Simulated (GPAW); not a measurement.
# Ballistic transport through an Al chain with one Si atom in line, from relaxation to T(E)

How well does an Al chain with one Si atom in line conduct once its atoms have relaxed, and how much do cheaper levels lose?

Method: GPAW LCAO, PAW setups; relaxation of the junction within the symmetry of its start, lead ends held, in the first sound run; inputs show where later runs differ, in GPAW 26.7.0.

## Step 1: Set-up

The cell holds 15 atoms: 14 Al and 1 Si. Its edges and angles: a = 9.000 Å, b = 9.000 Å, c = 35.748 Å, α = 90.0°, β = 90.0°, γ = 90.0°. Regions: left lead, 7 atoms (7 Al); channel, 1 atom (1 Si); right lead, 7 atoms (7 Al). Vacuum lies along a and b. The structure is stacked along c, and the current runs across the ab planes.

## Step 2: Relaxation

Transmission follows bond lengths closely, so the atoms between the held lead ends are relaxed first, within whatever symmetry the start has.

run.py

```python
import json
from ase import Atoms
from ase.constraints import FixAtoms
from ase.optimize import BFGS
from gpaw import GPAW, FermiDirac

device = Atoms(
    ['Al', 'Al', 'Al', 'Al', 'Al', 'Al', 'Al', 'Si', 'Al', 'Al', 'Al', 'Al', 'Al', 'Al', 'Al'],
    positions=[
        [4.50000, 4.50000, 1.20000],
        [4.50000, 4.50000, 3.60000],
        [4.50000, 4.50000, 6.00000],
        [4.50000, 4.50000, 8.40000],
        [4.50000, 4.50000, 10.80000],
        [4.50000, 4.50000, 13.20000],
        [4.50000, 4.50000, 15.60000],
        [4.50000, 4.50000, 17.87390],
        [4.50000, 4.50000, 20.14780],
        [4.50000, 4.50000, 22.54780],
        [4.50000, 4.50000, 24.94780],
        [4.50000, 4.50000, 27.34780],
        [4.50000, 4.50000, 29.74780],
        [4.50000, 4.50000, 32.14780],
        [4.50000, 4.50000, 34.54780]],
    cell=[[9.0, 0.0, 0.0], [0.0, 9.0, 0.0], [0.0, 0.0, 35.7478]],
    pbc=True)

device.set_constraint(FixAtoms([0, 1, 2, 3, 4, 5, 9, 10, 11, 12, 13, 14]))
device.calc = GPAW(mode='lcao', basis='dzp', xc='PBE', h=0.18,
                   kpts={'size': (1, 1, 2), 'gamma': True},
                   symmetry={'tolerance': 1e-3, 'extra_ids': [1, 1, 1, 1, 1, 1, 0, 0, 0, 1, 1, 1, 1, 1, 1]},
                   occupations=FermiDirac(0.1), maxiter=250,
                   mixer=dict(beta=0.1, nmaxold=8, weight=100.0),
                   convergence=dict(density=0.0001), txt='relax.txt')
path = []
opt = BFGS(device, maxstep=0.15)
opt.attach(lambda: path.append((device.get_potential_energy(), device.positions.tolist(), device.get_forces().tolist())))
relaxed = bool(opt.run(fmax=0.05, steps=50))
json.dump(dict(relaxed=relaxed, path=path, positions=device.positions.tolist(), moments=device.get_magnetic_moments().tolist(),
               forces=device.get_forces(apply_constraint=False).tolist()), open('result.json', 'w'))
```

Run with:

```bash
OMP_NUM_THREADS=1 OPENBLAS_NUM_THREADS=1 python run.py
```

Output:

```text
Step          Energy          fmax
BFGS:    0      -28.316105        0.622781
BFGS:    1      -28.325716        0.457363
BFGS:    2      -28.336492        0.018743
```

Wall time 2.8 min (1 thread of Arm Neoverse V1, shared host); peak memory 1.6 GiB.

Relaxation path:

```
step  energy less that of the first step (eV)  largest force (eV/Å)
   1                                   0.0000                0.6228
   2                                  -0.0098                0.4574
   3                                  -0.0211                0.0187
```

The atoms that moved most (Å):

```
atom     dx     dy      dz  length
 Al7  0.000  0.000   0.033   0.033
 Al9  0.000  0.000  -0.033   0.033
```

The relaxation lowered the energy of the cell by 0.0211 eV (energies extrapolated to zero smearing; the optimiser's log prints free energies). The largest force left on a free atom is 0.019 eV/Å.

## Step 3: GPAW, dzp

Localised orbitals split the wire into layers that couple to their neighbours alone, which is what the Green's function method needs; double zeta with polarisation is the usual level for numbers.

This step: GPAW LCAO, PAW setups; Landauer transmission from Green's functions with principal layers (ASE), zero bias (GPAW 26.7.0).

run.py

```python
import json
import numpy as np
from ase import Atoms
from ase.transport.calculators import TransportCalculator
from gpaw import GPAW, FermiDirac
from gpaw.lcao.tools import get_lcao_hamiltonian
from scipy.linalg import eigh

# The junction with lead layers at both ends, along the third cell vector
device = Atoms(
    ['Al', 'Al', 'Al', 'Al', 'Al', 'Al', 'Al', 'Si', 'Al', 'Al', 'Al', 'Al', 'Al', 'Al', 'Al'],
    positions=[
        [4.50000, 4.50000, 1.20000],
        [4.50000, 4.50000, 3.60000],
        [4.50000, 4.50000, 6.00000],
        [4.50000, 4.50000, 8.40000],
        [4.50000, 4.50000, 10.80000],
        [4.50000, 4.50000, 13.20000],
        [4.50000, 4.50000, 15.63350],
        [4.50000, 4.50000, 17.87390],
        [4.50000, 4.50000, 20.11430],
        [4.50000, 4.50000, 22.54780],
        [4.50000, 4.50000, 24.94780],
        [4.50000, 4.50000, 27.34780],
        [4.50000, 4.50000, 29.74780],
        [4.50000, 4.50000, 32.14780],
        [4.50000, 4.50000, 34.54780]],
    cell=[[9.0, 0.0, 0.0], [0.0, 9.0, 0.0], [0.0, 0.0, 35.7478]],
    pbc=True)

# One principal layer of the lead: the first 4 atoms of the device
lead = Atoms(
    ['Al', 'Al', 'Al', 'Al'],
    positions=[
        [4.50000, 4.50000, 1.20000],
        [4.50000, 4.50000, 3.60000],
        [4.50000, 4.50000, 6.00000],
        [4.50000, 4.50000, 8.40000]],
    cell=[[9.0, 0.0, 0.0], [0.0, 9.0, 0.0], [0.0, 0.0, 9.6]],
    pbc=True)

settings = dict(mode='lcao', basis='dzp', xc='PBE', h=0.2,
                occupations=FermiDirac(0.1), maxiter=250,
                mixer=dict(beta=0.1, nmaxold=8, weight=100.0),
                convergence=dict(density=0.0001))
energies = np.arange(-2, 2 + 1e-9, 0.025)
eta = 0.0001
n1, n2 = 1, 1
# k and -k transmit alike, so half of the mesh across the current serves
mesh = [(i, j) for i in range(n1) for j in range(n2) if (i, j) <= (-i % n1, -j % n2)]
weights = np.array([1 if (i, j) == (-i % n1, -j % n2) else 2 for i, j in mesh]) / (n1 * n2)


def ground_state(atoms, size, txt):
    atoms.calc = GPAW(kpts={'size': size, 'gamma': True}, symmetry={'tolerance': 1e-3}, txt=txt, **settings)
    atoms.get_potential_energy()
    return atoms.calc.get_fermi_level()


def blocks(atoms, fermi, points, nz, cells):
    """H - E_F S and S between cell 0 and the cells above it, at each point across the current."""
    kz = np.arange(nz) / nz
    calc = atoms.calc.fixed_density(kpts=[(*k, z) for k in points for z in kz], symmetry='off', txt=None)
    H, S = get_lcao_hamiltonian(calc)
    H = (H - fermi * S).reshape(len(H), len(points), nz, *S.shape[1:])
    S = S.reshape(H.shape[1:])
    phases = [np.exp(-2j * np.pi * kz * R) / nz for R in cells]
    return [(np.einsum('skzij,z->ksij', H, p), np.einsum('kzij,z->kij', S, p)) for p in phases]


def pair(a, b):
    return np.block([[a, b], [b.T.conj(), a]])


def count_channels(h, s, cells, nk=240):
    """Half the number of times that the lead's bands cross each energy, unfolded to its shortest repeat."""
    b = len(h) // cells
    bands = []
    for k in (np.arange(nk + 1) + 0.5) / nk:
        hk, sk = h[:b, :b].copy(), s[:b, :b].copy()
        for R in range(1, cells):
            phase, block = np.exp(2j * np.pi * k * R), slice(R * b, (R + 1) * b)
            hk += h[:b, block] * phase + (h[:b, block] * phase).T.conj()
            sk += s[:b, block] * phase + (s[:b, block] * phase).T.conj()
        w, u = eigh(sk)
        x = u[:, w > 1e-5] / w[w > 1e-5]**0.5  # drop near-dependent combinations
        bands.append(np.r_[eigh(x.T.conj() @ hk @ x, eigvals_only=True), [1e9] * (w <= 1e-5).sum()])
    below = np.array(bands)[:, :, None] < energies
    return (below[1:] != below[:-1]).sum((0, 1)) / 2


fermi_lead = ground_state(lead, (1, 1, 12), 'lead.txt')
fermi_device = ground_state(device, (1, 1, 2), 'device.txt')
T, channels, eigen, tail, misfit, shifts = [], [], [], 0.0, 0.0, []
for first in range(0, len(mesh), 493):
    points = [(i / n1, j / n2) for i, j in mesh[first:first + 493]]
    (H0k, S0k), (H1k, S1k), (H2k, _) = blocks(lead, fermi_lead, points, 5, range(3))
    [(Hk, Sk)] = blocks(device, fermi_device, points, 2, [0])
    tail = max(tail, abs(H2k).max())
    for H0, S0, H1, S1, H, S in zip(H0k, S0k, H1k, S1k, Hk, Sk):
        n = len(S0)
        # Shift the lead onto the potential of the device's first layer
        shift = ((H[:, 0, 0] - H0[:, 0, 0]) / S0[0, 0]).real.mean()
        shifts.append(shift)
        misfit = max(misfit, abs(H[:, :n, :n] - H0 - shift * S0).max())
        Tk, Ck, Ek = [], [], []
        for s in range(len(H)):
            t = s % len(H0)  # a lead without moments serves both spins
            h1, s1 = pair(H0[t] + shift * S0, H1[t] + shift * S1), pair(S0, S1)
            leads = dict(h1=h1, s1=s1, energies=energies, eta=eta, eta1=eta, eta2=eta)
            calc = TransportCalculator(h=H[s], s=S, eigenchannels=3, **leads)
            Tk.append(calc.get_transmission())
            Ek.append(np.sort(calc.eigenchannels_ne, axis=0)[::-1])
            Ck.append(count_channels(h1, s1, 8))
        T.append(Tk)
        channels.append(Ck)
        eigen.append(Ek)
T, channels = np.array(T), np.array(channels)
mean, open_channels = np.einsum('kse,k->se', T, weights), np.einsum('kse,k->se', channels, weights)

print(f'basis functions: device {len(S)}, principal layer {n}')
print(f'Fermi level: lead {fermi_lead:.4f} eV, device {fermi_device:.4f} eV; lead shifted by {np.mean(shifts):.4f} eV')
print(f'largest coupling past the next layer {tail:.2e} eV, largest misfit of the first layer {misfit:.3f} eV')
print('  E-E_F (eV)   ' + 'T (one spin)  channels')
for e, t, c in zip(energies, mean.T, open_channels.T):
    print(f'{e:10.3f}  ', *[f'{x:11.4e}' for x in t], *[f'{x:9.4f}' for x in c])

kT = 8.617333e-5 * 300
fine = np.linspace(energies[0], energies[-1], 4001)
both = np.exp(np.interp(fine, energies, np.log(np.maximum(mean.sum(0) * 2 / len(mean), 1e-30))))
fermi = lambda mu: 1 / (1 + np.exp(np.clip((fine - mu) / kT, -200, 200)))
slope = fermi(0) * (1 - fermi(0)) / kT
G = np.trapezoid(both * slope, fine) / 2
seebeck = -np.trapezoid(both * slope * fine, fine) / (2 * G * 300) * 1e6
print(f'conductance at 300 K: {G:.5g} G0 a cell; thermopower {seebeck:.4g} uV/K')
bias = [0.1, 0.2, 0.5, 1.0, 1.5, 2.0]
current = [38.74 * np.trapezoid(both * (fermi(V / 2) - fermi(-V / 2)), fine) for V in bias]
for V, I in zip(bias, current):
    print(f'current from the zero-bias T(E) at {V} V: {I:.5g} uA')
zero = abs(energies).argmin()
json.dump(dict(energies=energies.tolist(), T=mean.tolist(), channels=open_channels.tolist(), G=G, seebeck=seebeck,
               bias=bias, current=current, tail=tail, misfit=misfit, shift=np.mean(shifts), n_device=len(S), n_lead=n,
               fermi=[fermi_lead, fermi_device], energy=device.get_potential_energy(),
               moments=device.get_magnetic_moments().tolist(), mesh=mesh, weights=weights.tolist(),
               T_k=T[:, :, zero].tolist(), eigen=np.array(eigen[0]).tolist()), open('result.json', 'w'))
```

Output:

```text
basis functions: device 195, principal layer 52
Fermi level: lead -3.1259 eV, device -3.1736 eV; lead shifted by -0.0002 eV
largest coupling past the next layer 1.42e-15 eV, largest misfit of the first layer 0.015 eV
  E-E_F (eV)   T (one spin)  channels
    -2.000    8.0973e-01    1.0000
    -1.975    8.0110e-01    1.0000
    -1.950    7.9196e-01    1.0000
    -1.925    7.8227e-01    1.0000
    -1.900    7.7197e-01    1.0000
    -1.875    7.6102e-01    1.0000
    -1.850    7.4935e-01    1.0000
    -1.825    7.3691e-01    1.0000
    -1.800    7.2361e-01    1.0000
    -1.775    7.0939e-01    1.0000
    -1.750    6.9414e-01    1.0000
    -1.725    6.7777e-01    1.0000
    -1.700    6.6017e-01    1.0000
    -1.675    6.4121e-01    1.0000
    -1.650    6.2075e-01    1.0000
    -1.625    5.9861e-01    1.0000
[...]
1.825    2.8245e+00    3.0000
     1.850    2.8286e+00    3.0000
     1.875    2.8325e+00    3.0000
     1.900    2.8362e+00    3.0000
     1.925    2.8397e+00    3.0000
     1.950    2.8431e+00    3.0000
     1.975    2.8464e+00    3.0000
     2.000    2.8494e+00    3.0000
conductance at 300 K: 1.4892 G0 a cell; thermopower -1.589 uV/K
current from the zero-bias T(E) at 0.1 V: 11.511 uA
current from the zero-bias T(E) at 0.2 V: 22.861 uA
current from the zero-bias T(E) at 0.5 V: 54.296 uA
current from the zero-bias T(E) at 1.0 V: 88.817 uA
current from the zero-bias T(E) at 1.5 V: 116.24 uA
current from the zero-bias T(E) at 2.0 V: 148.96 uA
```

Elapsed: 69 s, on 1 thread; peak memory 1.2 GiB.

Numbers from this step:

```
conductance                                             : 1.489 G₀
thermopower                                             : -1.589 μV/K
largest coupling past the next principal layer          : 1.42e-15 eV
largest misfit of the first principal layer             : 0.01467 eV
shift that aligns the lead                              : -1.67e-4 eV
basis functions of the junction                         : 195
basis functions of a principal layer                    : 52
transmission at the Fermi level (one spin)              : 1.499
open channels of the lead at the Fermi level (one spin) : 2
```

One spin. Transmission, zone mean against energy, zero at the Fermi level:

```
energy (eV)  transmission, zone mean
     -2.000                    0.810
     -1.800                    0.724
     -1.600                    0.575
     -1.400                    0.281
     -1.200                   1.3e-9
     -1.000                  3.5e-11
     -0.800                  7.1e-12
     -0.600                  1.2e-11
     -0.400                   4.9e-6
     -0.200                     1.21
      0.000                     1.50
      0.200                     1.45
      0.400                     1.38
      0.600                     1.40
      0.800                     1.48
      1.000                     2.34
      1.200                     2.62
      1.400                     2.72
      1.600                     2.78
      1.800                     2.82
      2.000                     2.85
```

Crossings of the lead's bands, unfolded to its shortest repeat. The open channels, zone mean by energy, zero at the Fermi level:

```
energy (eV)  open channels, zone mean
     -2.000                         1
     -1.900                         1
     -1.800                         1
     -1.700                         1
     -1.600                         1
     -1.500                         1
     -1.400                         1
     -1.300                         1
     -1.200                         0
     -1.100                         0
     -1.000                         0
     -0.900                         0
     -0.800                         0
     -0.700                         0
     -0.600                         0
     -0.500                         0
     -0.400                         0
     -0.300                         2
     -0.200                         2
     -0.100                         2
      0.000                         2
      0.100                         2
      0.200                         2
      0.300                         2
      0.400                         2
      0.500                         2
      0.600                         2
      0.700                         2
      0.800                         2
      0.900                         2
      1.000                         3
      1.100                         3
      1.200                         3
      1.300                         3
      1.400                         3
      1.500                         3
      1.600                         3
      1.700                         3
      1.800                         3
      1.900                         3
      2.000                         3
```

Not self-consistent under bias; the bias window is split evenly. Current through one cell, from the zero-bias transmission against bias:

```
bias (V)  current through one cell, from the zero-bias transmission (μA)
   0.100                                                            11.5
   0.200                                                            22.9
   0.500                                                            54.3
   1.000                                                            88.8
   1.500                                                             116
   2.000                                                             149
```

Transmission of the three most open eigenchannels against energy, zero at the Fermi level:

```
energy (eV)  channel 1  channel 2  channel 3
     -2.000      0.810    2.4e-12          0
     -1.800      0.724    2.3e-12          0
     -1.600      0.575    2.2e-12          0
     -1.400      0.281    2.1e-12          0
     -1.200     1.3e-9    2.1e-12          0
     -1.000    3.3e-11    2.1e-12          0
     -0.800    4.6e-12    2.5e-12          0
     -0.600    4.1e-12    4.1e-12    1.7e-12
     -0.400     2.5e-6     2.5e-6    1.2e-12
     -0.200      0.607      0.607    1.1e-12
      0.000      0.749      0.749    1.1e-12
      0.200      0.724      0.724    1.6e-12
      0.400      0.692      0.692    5.1e-12
      0.600      0.702      0.702    1.0e-10
      0.800      0.738      0.738     1.4e-8
      1.000      0.781      0.781      0.777
      1.200      0.975      0.823      0.823
      1.400      0.998      0.859      0.859
      1.600      0.997      0.891      0.891
      1.800      0.989      0.916      0.916
      2.000      0.979      0.935      0.935
```

Couplings past the next layer reach 1.4e-15 eV, small enough to drop; the matrix elements of the cell's first layer differ from the bulk lead's by up to 0.015 eV. That layer keeps its own values in the calculation, and only beyond it is the lead taken as perfect. The Fermi levels of lead and junction count from different zeros of potential, one for each periodic cell; with both set to zero, the small remaining shift is what aligns them. By hand: G = 1.489 × 77.48 μS = 115 μS, a resistance of 8.67 kΩ; at 0.1 V a linear junction would pass 11.5 μA, and the integral over the bias window gives 11.5 μA. Mott's formula, S = -(π²/3)(k_B²T/e) d ln T/dE, has the prefactor 7.33 μV/K·eV at 300 K; T = 1.490 at -0.025 eV and 1.502 at 0.025 eV give a slope of 0.162 per eV and S = -1.19 μV/K, beside -1.59 μV/K from the thermal integral, which interpolates the same grid.

(Continued in part 2 of 3.)

[Logs are printed without paths, hosts, clocks, repeated set-up lines and the standing remarks that a program may print on its own settings, such as how far it seeks lower states.]

[Hosts, paths, dates, database ids (printed as entryN), source tags and the programs' standing remarks are cut or masked in the printed files.]
